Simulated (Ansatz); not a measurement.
An input for Ansatz 0.2.0 (SrLi2SnS4 (I-42m)):

```yaml
crystal:
  lattice:
    - [-3.3295, 3.3295, 3.959]
    - [3.3295, -3.3295, 3.959]
    - [3.3295, 3.3295, -3.959]
  atoms:
    - { symbol: Li, position: [0.25, 0.75, 0.5] }
    - { symbol: Li, position: [0.75, 0.25, 0.5] }
    - { symbol: Sr, position: [0.5, 0.5, 0.0] }
    - { symbol: Sn, position: [0.0, 0.0, 0.0] }
    - { symbol: S, position: [0.03526, 0.03526, 0.4132] }
    - { symbol: S, position: [0.96474, 0.37794, 0.0] }
    - { symbol: S, position: [0.62206, 0.62206, 0.5868] }
    - { symbol: S, position: [0.37794, 0.96474, 0.0] }
kpoints:
  mp_grid: { grid: [2, 2, 2] }
hamiltonian:
  xc: pbe
  pseudopotentials: { kind: paw, source: ansatz }
scf:
  occupations: { method: fixed }
gw:
  n_empty_bands: 732
  ecut_chi: 150.0
  qp_bands: [v6, c3]
  qp_kpoints: [[0, 0, 0]]
  screening: { model: contour_deformation }
```

```sh
ansatz run input.yaml --threads 3 --pin off --max-ram 92160MiB --backend cuda --events-out ev --progress --plain --runs-dir out --devices 1 --max-vram 13GiB
```

Q: How long will it take on 1 × NVIDIA H100 80GB HBM3 (shared by 6 runs) with 3 threads of AMD EPYC 7R13 (Zen 3), shared host, and how much memory?

It took 18 s; on shared hardware allow 9.2 s to 37 s. Peak host memory was 2.0 GiB. The sizes that set the cost: 8647 plane waves a state, 4 irreducible k points, 763 bands summed, 739 plane waves in the screening and 9 SCF cycles.

The screening grows as filled bands × empty bands × pairs of k points, times the square of the screening basis for the matrix.

[Paths, hosts, dates, memory and timing lines, banners, echoed tables and standing remarks are left out of the program output.]

[Logs are printed without paths, hosts, clocks, repeated set-up lines and the standing remarks that a program may print on its own settings, such as how far it seeks lower states.]

[Runs of the session that timed out or met a known fault of the program may be left out.]

[Cells called generated may have been cut or substituted from an entry of the Crystallography Open Database or the Materials Project.]

[Hosts, paths, dates, database ids (printed as entryN), source tags and the programs' standing remarks are cut or masked in the printed files.]
